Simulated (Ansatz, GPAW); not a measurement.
# A 8-layer slab of V(100): converging a work function, part 3 of 3

How do cutoff, mesh, smearing and the dipole layer change the work function of a 8-layer slab of V(100)?

GPAW 26.7.0 and Ansatz 0.2.0; Ansatz plane waves; slab in vacuum with a dipole correction, relaxation (the session's first sound run).

So far, upper work function (eV): step 2 (relaxation, PBE) 3.73; step 3 (plane waves, PBE) 3.72; step 6 (cutoff 700: ecut = 700, PBE, GPAW) 3.72; step 9 (K mesh 15×15: kpts = [15, 15], PBE, GPAW) 3.72.

## 10. Scheme Methfessel-Paxton of order 0 (Gaussian), smearing 0.1

Level of this step: GPAW, PAW setups; slab in vacuum (GPAW).

Smearing changes the occupations near the Fermi level, and with them the level itself. Smearing helps the SCF of a metal converge, but it blurs occupations at band edges near the Fermi level.

Input file run.py:

```python
import json
import numpy as np
from ase import Atoms
from gpaw import GPAW, PW

slab = Atoms(
    ['V', 'V', 'V', 'V', 'V', 'V', 'V', 'V'],
    positions=[
        [1.51000, 1.51000, 9.00000],
        [0.00000, 0.00000, 10.51000],
        [1.51000, 1.51000, 12.02000],
        [0.00000, 0.00000, 13.53000],
        [1.51000, 1.51000, 14.98138],
        [-0.00000, 0.00000, 16.49943],
        [1.51000, 1.51000, 17.99830],
        [0.00000, 0.00000, 19.28473]],
    cell=[[3.02, 0.0, 0.0], [0.0, 3.02, 0.0], [0.0, 0.0, 28.57]],
    pbc=[True, True, False])

slab.calc = GPAW(mode=PW(400), xc='PBE', kpts={'size': (10, 10, 1), 'gamma': True},
                 occupations={'name': 'methfessel-paxton', 'width': 0.1}, nbands='140%',
                 convergence={'density': 1e-05}, maxiter=200,
                 poissonsolver={'dipolelayer': 'xy'},
                 symmetry={'tolerance': 1e-3}, txt='slab.txt')
result = {}
energy = slab.get_potential_energy()
fermi = slab.calc.get_fermi_level()
v = slab.calc.get_electrostatic_potential().mean((0, 1)) - fermi
n = slab.calc.get_pseudo_density().mean((0, 1))
L = slab.cell[2, 2]
z = np.arange(len(v)) * L / len(v)
low, high = slab.positions[:, 2].min(), slab.positions[:, 2].max()
below, above = np.interp([low - 6.8, high + 6.8], z, v)
slopes = [np.interp(x, z, np.gradient(v, z)) for x in (low - 6.8, high + 6.8)]
eps = np.array([[slab.calc.get_eigenvalues(k, s) for k in range(len(slab.calc.get_ibz_k_points()))]
                for s in range(slab.calc.get_number_of_spins())]) - fermi
top, bottom = eps[eps < 0].max(), eps[eps > 0].min()
dipole = slab.get_dipole_moment()[2]
print(f'energy {energy:.4f} eV, Fermi level {fermi:.4f} eV, dipole {dipole:.5f} e A')
print(f'potential 6.8 A off the faces, from the Fermi level: lower {below:.4f} eV, upper {above:.4f} eV')
print(f'slope of the potential there: lower {slopes[0]:.5f}, upper {slopes[1]:.5f} eV/A')
print(f'nearest levels on the mesh: {top:.4f} and {bottom:.4f} eV')
print('magnetic moment', round(slab.get_magnetic_moment(), 3))
result.update(energy=energy, fermi=fermi, dipole=dipole, below=below, above=above, slopes=slopes, edges=[top, bottom],
              z=z.tolist(), v=v.tolist(), n=n.tolist(), positions=slab.positions.tolist(),
              forces=slab.get_forces(apply_constraint=False).tolist(), moments=slab.get_magnetic_moments().tolist())
json.dump(result, open('result.json', 'w'))
```

Launch:

```bash
$ OMP_NUM_THREADS=1 OPENBLAS_NUM_THREADS=1 python run.py
```

What it wrote:

```text
energy -65.1002 eV, Fermi level 1.8686 eV, dipole 0.00901 e A
potential 6.8 A off the faces, from the Fermi level: lower 3.8902 eV, upper 3.7110 eV
slope of the potential there: lower -0.00003, upper -0.00001 eV/A
nearest levels on the mesh: -0.0230 and 0.0025 eV
magnetic moment 0.0
```

It took 3.8 min on 1 thread of AMD EPYC 9R14 (Zen 4), shared host; peak memory 0.33 GiB.

This step gave:

```
dipole along the normal                    : 0.009011 e·Å
levels nearest the Fermi level on the mesh : -0.02304, 0.002492 eV from the Fermi level
upper work function                        : 3.711 eV
lower work function                        : 3.890 eV
```

The upper face's work function is 3.711 eV, against 3.724 eV in the first plane-wave PBE run at this geometry.

## 11. All levels side by side

Times are for 1 thread of AMD EPYC 9R14 (Zen 4), shared host. Results by setting:

```csv
no.,run,upper work function (eV),lower work function (eV),time,memory (GiB)
1,pw,3.724,3.853,3.5 min,0.32
2,cutoff 700,3.723,3.851,11 min,0.61
3,k mesh 15×15,3.724,3.853,6.2 min,0.43
4,"scheme Methfessel-Paxton of order 0 (Gaussian), smearing 0.1",3.711,3.890,3.8 min,0.33
```

## 12. Without the dipole layer

The dipole layer is taken out and the cell repeats along the normal.

run.py, as its differences from that of step 10:

```diff
@@ -17,8 +17,7 @@
     cell=[[3.02, 0.0, 0.0], [0.0, 3.02, 0.0], [0.0, 0.0, 28.57]],
-    pbc=[True, True, False])
+    pbc=[True, True, True])
 
 slab.calc = GPAW(mode=PW(400), xc='PBE', kpts={'size': (10, 10, 1), 'gamma': True},
-                 occupations={'name': 'methfessel-paxton', 'width': 0.1}, nbands='140%',
+                 occupations={'name': 'fermi-dirac', 'width': 0.1}, nbands='140%',
                  convergence={'density': 1e-05}, maxiter=200,
-                 poissonsolver={'dipolelayer': 'xy'},
                  symmetry={'tolerance': 1e-3}, txt='slab.txt')
```

What it wrote:

```text
energy -65.0984 eV, Fermi level 1.8829 eV, dipole 0.01334 e A
potential 6.8 A off the faces, from the Fermi level: lower 3.8107 eV, upper 3.7673 eV
slope of the potential there: lower 0.00925, upper 0.00927 eV/A
nearest levels on the mesh: -0.0000 and 0.0024 eV
magnetic moment 0.0
```

Wall time 3.4 min (1 thread); peak memory 0.33 GiB.

The run finished with changed settings (dipole = false and pbc_z = true); it serves as a test.

The two runs compared:

```csv
quantity,this run,sound run,difference
dipole along the normal (e·Å),0.013335,0.0064633,0.00687
upper work function (eV),3.7673,3.7243,0.0431
lower work function (eV),3.8107,3.8530,-0.0423
```

The two runs differ clearly in the upper work function: 3.77 eV against 3.72 eV.

## 13. Side by side

Results and costs are gathered.

This step: comparison of work functions, dipole and cost (GPAW 26.7.0).

Ladder, by row:

```csv
step,code,"work function, upper (eV)","work function, lower (eV)",dipole (e Å),wall time (s),peak memory (GiB),threads
pw,GPAW,3.724,3.853,0.006463,209.4,0.32,1
ecut200,GPAW,3.748,3.885,0.00582,98.52,0.19,1
ecut300,GPAW,3.73,3.858,0.006671,157.1,0.26,1
ecut700,GPAW,3.723,3.851,0.006462,637.8,0.61,1
k3,GPAW,3.807,3.942,0.006771,39.34,0.22,1
k6,GPAW,3.743,3.856,0.005707,102.3,0.27,1
k15,GPAW,3.724,3.853,0.006473,374.2,0.43,1
smear,GPAW,3.711,3.89,0.009011,226.4,0.33,1
nodip,GPAW,3.767,3.811,0.01334,206.2,0.33,1
```

## 14. Summary of results

```yaml
work_function_upper_and_lower_face: 3.724 and 3.853 eV
dipole_along_the_normal: 0.00646 e Å
```

What this shows: With plane waves and PBE the work function is 3.72 eV on the upper face and 3.85 eV on the lower. The two faces differ by 0.13 eV, the step that the slab's dipole makes (e p/(ε0 A) gives 0.13 eV), so the dipole layer is needed. The lowest atoms were held at bulk positions, which alone makes the faces unlike. The measured value for polycrystalline V, which weights the faces of low work function, is 4.3 eV (as compiled in "Anisotropic work function of elemental crystals", 2019, arxiv:1902.07811); the relaxed upper face lies 0.58 eV under it with PBE. Measured work functions scatter by a tenth of an eV or more between methods. The other smearing (Gaussian of 0.1 eV in place of Fermi-Dirac of 0.1) moves the two faces by -0.013 and 0.037 eV on the same mesh; a mesh is converged only for its smearing. Over the sound runs of the table the upper face's work function spans 3.711 (smear) to 3.724 eV (k15). The runs had no spin polarisation, so a magnetic state, which thin layers of d-metal atoms can have, wasn't tested. The in-plane lattice was kept as typed, which isn't the functional's own and leaves some strain; spin-orbit coupling and temperature are left out.

[Logs are printed without paths, hosts, clocks, repeated set-up lines and the standing remarks that a program may print on its own settings, such as how far it seeks lower states.]

[Hosts, paths, dates, database ids (printed as entryN), source tags and the programs' standing remarks are cut or masked in the printed files.]
